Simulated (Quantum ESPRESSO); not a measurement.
# Pd (Palladium): electron-phonon coupling

How strong is the electron-phonon coupling in Pd (Palladium)?

Main program and level: Quantum ESPRESSO 7.5; DFT PBEsol, scalar-relativistic, plane waves, PseudoDojo norm-conserving pseudopotentials.

In doubt: a PseudoDojo file used here is known to give poor structures and forces, which bears on pressures, cells, forces and phonons.

**1. Starting point**

The structure is cubic, space group Fm-3m (No. 225). Conventional cell: a = 3.893 Å, b = 3.893 Å, c = 3.893 Å, α = 90.00°, β = 90.00°, γ = 90.00°. Nearest to Pd lie 12 Pd at 2.75 Å.

As a file:

```cif
data_structure
_symmetry_space_group_name_H-M 'P 1'
_symmetry_Int_Tables_number 1
_cell_length_a 2.7528
_cell_length_b 2.7528
_cell_length_c 2.7528
_cell_angle_alpha 60.000
_cell_angle_beta 60.000
_cell_angle_gamma 60.000
_cell_volume 14.75
loop_
_atom_site_label
_atom_site_type_symbol
_atom_site_fract_x
_atom_site_fract_y
_atom_site_fract_z
_atom_site_occupancy
Pd1 Pd 0.00000 0.00000 0.00000 1
```

**2. A probe with smearing**

Before anything dear is run, a loose run with smearing shows whether this is a metal and how far the cell is from rest.

Contents of probe.in:

```
&CONTROL
  calculation = 'scf'
  prefix      = 'x'
  outdir      = './tmp'
  pseudo_dir  = './pseudo'
  tprnfor     = .true.
  tstress     = .true.
  verbosity   = 'high'
/
&SYSTEM
  ibrav       = 0
  nat         = 1
  ntyp        = 1
  ecutwfc     = 82.0
  occupations = 'smearing'
  smearing    = 'gaussian'
  degauss     = 0.01
/
&ELECTRONS
  conv_thr         = 1.0d-07
  mixing_beta      = 0.7
  electron_maxstep = 100
/
ATOMIC_SPECIES
 Pd    106.4200  Pd.upf
CELL_PARAMETERS angstrom
     0.000000000    1.946500000    1.946500000
     1.946500000    0.000000000    1.946500000
     1.946500000    1.946500000    0.000000000
ATOMIC_POSITIONS crystal
 Pd     0.000000000   0.000000000   0.000000000
K_POINTS automatic
 8 8 8 0 0 0
```

Started as:

```sh
$ OMP_NUM_THREADS=1 mpirun -n 4 pw.x -nk 4 -in probe.in > probe.out
```

The log of the run:

```text
[banners, grids, parts of the stress and lines that vanish by symmetry left out]
Program PWSCF v.7.5
     Message from routine setup:
     using ibrav=0 with symmetry is DISCOURAGED, use correct ibrav instead
[...]
kinetic-energy cutoff     =      82.0000  Ry
     charge density cutoff     =     328.0000  Ry
     scf convergence threshold =      1.0E-07
[...]
Exchange-correlation= PBESOL
                           (   1   4  10   8   0   0   0)
[...]
48 Sym. Ops., with inversion, found
[...]
(     0          1          0      )
                  (     0          0          1      )
[...]
( -0.0000000  1.0000000  0.0000000 )
                  ( -0.0000000  0.0000000  1.0000000 )
[...]
(     1          0         -1      )
                  (     0          0         -1      )
[...]
(  1.0000000 -0.0000000 -0.0000000 )
                  (  0.0000000 -1.0000000 -0.0000000 )
[...]
(    -1          1          0      )
                  (     0          1         -1      )
[...]
( -1.0000000  0.0000000 -0.0000000 )
                  ( -0.0000000  1.0000000 -0.0000000 )
[...]
number of k points=    29  Gaussian smearing, width (Ry)=  0.0100
[...]
End of self-consistent calculation
[...]
the Fermi energy is    19.7534 ev
!    total energy              =    -269.72551435 Ry
[...]
convergence has been achieved in   7 iterations
[...]
atom    1 type  1   force =     0.00000000    0.00000000    0.00000000
[...]
Total force =     0.000000     Total SCF correction =     0.000000
[...]
total   stress  (Ry/bohr**3)                   (kbar)     P=      -24.05
[...]
XML data file, charge density, pseudopotentials, collected wavefunctions

   JOB DONE.
```

The job ended after 2.2 s (4 MPI ranks of Arm Neoverse V1, shared host).

Read from the output:

```
volume per atom   : 14.75 Å³
pressure          : -2.405 GPa
gap on the k-mesh : 0 eV
```

No gap opens on this mesh, so smearing is kept; the start stands at -2.4 GPa.

**3. Relaxing the cell and atoms**

The relaxation runs at a cutoff a fifth above that of the response, since stress converges more slowly with the basis than frequencies do. Forces and stress are brought to rest with tight thresholds.

Contents of relax.in:

```
&CONTROL
  calculation   = 'vc-relax'
  prefix        = 'x'
  outdir        = './tmp'
  pseudo_dir    = './pseudo'
  tprnfor       = .true.
  tstress       = .true.
  forc_conv_thr = 2.0d-05
  etot_conv_thr = 1.0d-07
  nstep         = 40
/
&SYSTEM
  ibrav       = 0
  nat         = 1
  ntyp        = 1
  ecutwfc     = 98
  occupations = 'smearing'
  smearing    = 'mv'
  degauss     = 0.02
/
&ELECTRONS
  conv_thr         = 1.0d-11
  mixing_beta      = 0.7
  electron_maxstep = 100
/
&IONS
/
&CELL
  press_conv_thr = 0.2
/
ATOMIC_SPECIES
 Pd    106.4200  Pd.upf
CELL_PARAMETERS angstrom
     0.000000000    1.946500000    1.946500000
     1.946500000    0.000000000    1.946500000
     1.946500000    1.946500000    0.000000000
ATOMIC_POSITIONS crystal
 Pd     0.000000000   0.000000000   0.000000000
K_POINTS automatic
 16 16 16 0 0 0
```

Started as:

```sh
$ OMP_NUM_THREADS=1 mpirun -n 4 pw.x -nk 4 -in relax.in > relax.out
```

The log of the run:

```text
[banners, grids, parts of the stress and lines that vanish by symmetry left out]
[banner, memory and clock lines left out]
Program PWSCF v.7.5

[...]
kinetic-energy cutoff     =      98.0000  Ry
     charge density cutoff     =     392.0000  Ry
     scf convergence threshold =      1.0E-11
[...]
energy convergence thresh.=      1.0E-07
     force convergence thresh. =      2.0E-05
     press convergence thresh. =      2.0E-01
     Exchange-correlation= PBESOL
                           (   1   4  10   8   0   0   0)
[...]
48 Sym. Ops., with inversion, found
[...]
number of k points=   145  Marzari-Vanderbilt smearing, width (Ry)=  0.0200
[...]
End of self-consistent calculation
[...]
the Fermi energy is    19.6939 ev
!    total energy              =    -269.72650333 Ry
[...]
convergence has been achieved in   9 iterations
[...]
atom    1 type  1   force =     0.00000000    0.00000000    0.00000000
     Total force =     0.000000     Total SCF correction =     0.000000
[...]
total   stress  (Ry/bohr**3)                   (kbar)     P=      -32.64
[...]
number of bfgs steps    =   0
[...]
CELL_PARAMETERS (angstrom)
[...]
ATOMIC_POSITIONS (crystal)
Pd               0.0000000000        0.0000000000        0.0000000000
[...]
New effective cutoffs (rho, wfc):  395.36   99.09
[...]
End of self-consistent calculation
[...]
the Fermi energy is    20.1452 ev
!    total energy              =    -269.72668458 Ry
[...]
convergence has been achieved in   7 iterations
[...]
atom    1 type  1   force =     0.00000000    0.00000000    0.00000000
     Total force =     0.000000     Total SCF correction =     0.000000
[...]
total   stress  (Ry/bohr**3)                   (kbar)     P=        0.86
[...]
number of bfgs steps    =   1
[...]
CELL_PARAMETERS (angstrom)
[...]
ATOMIC_POSITIONS (crystal)
Pd               0.0000000000        0.0000000000        0.0000000000
[...]
New effective cutoffs (rho, wfc):  395.25   99.06
[...]
End of self-consistent calculation
[...]
the Fermi energy is    20.1337 ev
!    total energy              =    -269.72668470 Ry
[...]
convergence has been achieved in   6 iterations
[...]
atom    1 type  1   force =     0.00000000    0.00000000    0.00000000
     Total force =     0.000000     Total SCF correction =     0.000000
[...]
total   stress  (Ry/bohr**3)                   (kbar)     P=       -0.04
[...]
number of bfgs steps    =   2
[...]
small trust_radius: resetting bfgs history
[...]
CELL_PARAMETERS (angstrom)
[...]
ATOMIC_POSITIONS (crystal)
Pd               0.0000000000        0.0000000000        0.0000000000
[...]
New effective cutoffs (rho, wfc):  395.25   99.07
[...]
End of self-consistent calculation
[...]
the Fermi energy is    20.1342 ev
!    total energy              =    -269.72668470 Ry
[...]
convergence has been achieved in   3 iterations
[...]
atom    1 type  1   force =     0.00000000    0.00000000    0.00000000
     Total force =     0.000000     Total SCF correction =     0.000000
[...]
total   stress  (Ry/bohr**3)                   (kbar)     P=       -0.00
[...]
bfgs converged in   4 scf cycles and   3 bfgs steps
[...]
End of BFGS Geometry Optimization
     Final enthalpy           =    -269.7266846961 Ry
     File ./tmp/x.bfgs deleted, as requested
[...]
CELL_PARAMETERS (angstrom)
[...]
ATOMIC_POSITIONS (crystal)
Pd               0.0000000000        0.0000000000        0.0000000000
[...]
Final scf calculation at the relaxed structure.
[...]
kinetic-energy cutoff     =      98.0000  Ry
     charge density cutoff     =     392.0000  Ry
     scf convergence threshold =      1.0E-13
[...]
press convergence thresh. =      2.0E-01
     Exchange-correlation= PBESOL
                           (   1   4  10   8   0   0   0)
[...]
48 Sym. Ops., with inversion, found
[...]
number of k points=   145  Marzari-Vanderbilt smearing, width (Ry)=  0.0200
[...]
End of self-consistent calculation
[...]
the Fermi energy is    20.1342 ev
!    total energy              =    -269.72667976 Ry
[...]
convergence has been achieved in  10 iterations
[...]
atom    1 type  1   force =     0.00000000    0.00000000    0.00000000
     Total force =     0.000000     Total SCF correction =     0.000000
[...]
total   stress  (Ry/bohr**3)                   (kbar)     P=       -0.03
[...]
XML data file, charge density, pseudopotentials, collected wavefunctions
```

Wall time 54 s (4 MPI ranks); 3.6 min of CPU time.

Relaxation path:

| step | energy less that of the first step (eV) | largest force (eV/Å) | pressure (GPa) | volume (Å³) |
| --- | --- | --- | --- | --- |
| 1 | 0.0000 | 0.0000 | -3.26 | 14.75 |
| 2 | -0.0025 | 0.0000 | 0.09 | 14.51 |
| 3 | -0.0025 | 0.0000 | 0.00 | 14.51 |
| 4 | -0.0025 | 0.0000 | 0.00 | 14.51 |
| 5 | -0.0024 | 0.0000 | 0.00 | 14.51 |

| conventional cell, symmetrised | before | after | change |
| --- | --- | --- | --- |
| a (Å) | 3.893 | 3.872 | -0.5 % |
| b (Å) | 3.893 | 3.872 | -0.5 % |
| c (Å) | 3.893 | 3.872 | -0.5 % |
| volume (Å³/atom) | 14.75 | 14.51 | -1.6 % |

The relaxed structure:

```cif
data_structure
_symmetry_space_group_name_H-M 'P 1'
_symmetry_Int_Tables_number 1
_cell_length_a 2.7379
_cell_length_b 2.7379
_cell_length_c 2.7379
_cell_angle_alpha 60.000
_cell_angle_beta 60.000
_cell_angle_gamma 60.000
_cell_volume 14.51
loop_
_atom_site_label
_atom_site_type_symbol
_atom_site_fract_x
_atom_site_fract_y
_atom_site_fract_z
_atom_site_occupancy
Pd1 Pd 0.00000 0.00000 0.00000 1
```

The last row of the table of steps is pw.x's closing run on a basis chosen anew for the final cell, so its energy can jump.

This step gave:

```
volume per atom : 14.51 Å³
pressure        : -0.003000 GPa
```

The volume changes by -1.6 % from the cell with which this run began.

**4. Ground state**

The response is built on this ground state, so it is converged far tighter than an energy would need. Smearing stays on, as the first look found no gap above 0.3 eV.

Contents of scf.in:

```
&CONTROL
  calculation = 'scf'
  prefix      = 'x'
  outdir      = './tmp'
  pseudo_dir  = './pseudo'
  tprnfor     = .true.
  tstress     = .true.
/
&SYSTEM
  ibrav       = 0
  nat         = 1
  ntyp        = 1
  ecutwfc     = 82.0
  occupations = 'smearing'
  smearing    = 'mv'
  degauss     = 0.02
/
&ELECTRONS
  conv_thr         = 1.0d-12
  mixing_beta      = 0.7
  electron_maxstep = 100
/
ATOMIC_SPECIES
 Pd    106.4200  Pd.upf
CELL_PARAMETERS angstrom
     0.000000000    1.935962057    1.935962057
     1.935962057    0.000000000    1.935962057
     1.935962057    1.935962057    0.000000000
ATOMIC_POSITIONS crystal
 Pd     0.000000000   0.000000000   0.000000000
K_POINTS automatic
 16 16 16 0 0 0
```

Started as:

```sh
$ OMP_NUM_THREADS=1 mpirun -n 4 pw.x -nk 4 -in scf.in > scf.out
```

The log of the run:

```text
[banners, grids, parts of the stress and lines that vanish by symmetry left out]
[banner, memory and clock lines left out]
Program PWSCF v.7.5

[...]
kinetic-energy cutoff     =      82.0000  Ry
     charge density cutoff     =     328.0000  Ry
     scf convergence threshold =      1.0E-12
[...]
Exchange-correlation= PBESOL
                           (   1   4  10   8   0   0   0)
[...]
48 Sym. Ops., with inversion, found
[...]
number of k points=   145  Marzari-Vanderbilt smearing, width (Ry)=  0.0200
[...]
End of self-consistent calculation
[...]
the Fermi energy is    20.1342 ev
!    total energy              =    -269.72662867 Ry
[...]
convergence has been achieved in  10 iterations
[...]
atom    1 type  1   force =     0.00000000    0.00000000    0.00000000
     Total force =     0.000000     Total SCF correction =     0.000000
[...]
total   stress  (Ry/bohr**3)                   (kbar)     P=        0.19
[...]
XML data file, charge density, pseudopotentials, collected wavefunctions
```

Run time: 9.7 s. Hardware: 4 MPI ranks.

This step gave:

* pressure: 0.019 GPa

The cell stands at 0.019 GPa, close enough for phonons.

**5. Levels on a dense mesh**

The coupling is a sum over pairs of states at the Fermi level and needs a much denser mesh than the density does.

scf_fit.in, as its differences from scf.in of step 4:

```diff
@@ -16,5 +16,6 @@
   degauss     = 0.02
+  la2F        = .true.
 /
 &ELECTRONS
-  conv_thr         = 1.0d-12
+  conv_thr         = 1.0d-10
   mixing_beta      = 0.7
@@ -31,2 +32,2 @@
 K_POINTS automatic
- 16 16 16 0 0 0
+ 32 32 32 0 0 0
```

Started as:

```sh
$ OMP_NUM_THREADS=1 mpirun -n 4 pw.x -nk 4 -in scf_fit.in > scf_fit.out
```

The log of the run:

```text
[banners, grids, parts of the stress and lines that vanish by symmetry left out]
[banner, memory and clock lines left out]
Program PWSCF v.7.5

[...]
kinetic-energy cutoff     =      82.0000  Ry
     charge density cutoff     =     328.0000  Ry
     scf convergence threshold =      1.0E-10
[...]
Exchange-correlation= PBESOL
                           (   1   4  10   8   0   0   0)
[...]
48 Sym. Ops., with inversion, found
[...]
number of k points=   897  Marzari-Vanderbilt smearing, width (Ry)=  0.0200
[...]
End of self-consistent calculation
[...]
the Fermi energy is    20.1135 ev
!    total energy              =    -269.72666118 Ry
[...]
convergence has been achieved in   9 iterations
[...]
atom    1 type  1   force =     0.00000000    0.00000000    0.00000000
     Total force =     0.000000     Total SCF correction =     0.000000
[...]
total   stress  (Ry/bohr**3)                   (kbar)     P=       -1.22
[...]
XML data file, charge density, pseudopotentials, collected wavefunctions
```

The job ended after 47 s (4 MPI ranks; 3.1 min of CPU time).

This step gave:

| Property | Result |
| --- | --- |
| pressure | -0.122 GPa |

**6. Self-consistent run for the response**

The run on the dense mesh left its levels for the electron-phonon sums; ph.x needs the ground state on the coarse mesh, so pw.x runs once more in the same folder.

scf.in is that of step 4.

Started as:

```sh
$ OMP_NUM_THREADS=1 mpirun -n 4 pw.x -nk 4 -in scf.in > scf.out
```

The log of the run:

```text
[banners, grids, parts of the stress and lines that vanish by symmetry left out]
[banner, memory and clock lines left out]
Program PWSCF v.7.5

[...]
kinetic-energy cutoff     =      82.0000  Ry
     charge density cutoff     =     328.0000  Ry
     scf convergence threshold =      1.0E-12
[...]
Exchange-correlation= PBESOL
                           (   1   4  10   8   0   0   0)
[...]
48 Sym. Ops., with inversion, found
[...]
number of k points=   145  Marzari-Vanderbilt smearing, width (Ry)=  0.0200
[...]
End of self-consistent calculation
[...]
the Fermi energy is    20.1342 ev
!    total energy              =    -269.72662867 Ry
[...]
convergence has been achieved in  10 iterations
[...]
atom    1 type  1   force =     0.00000000    0.00000000    0.00000000
     Total force =     0.000000     Total SCF correction =     0.000000
[...]
total   stress  (Ry/bohr**3)                   (kbar)     P=        0.19
[...]
XML data file, charge density, pseudopotentials, collected wavefunctions
```

The job ended after 9.3 s (4 MPI ranks; 37 s of CPU time).

Read from the output:

| Item | Value |
| --- | --- |
| pressure | 0.019 GPa |

(Part 1 of 3 ends here.)

[Host names and launcher messages were left out of these logs when they were recorded.]

[Logs are printed without paths, hosts, clocks, repeated set-up lines and the standing remarks that a program may print on its own settings, such as how far it seeks lower states.]

[Hosts, paths, dates, database ids (printed as entryN), source tags and the programs' standing remarks are cut or masked in the printed files.]
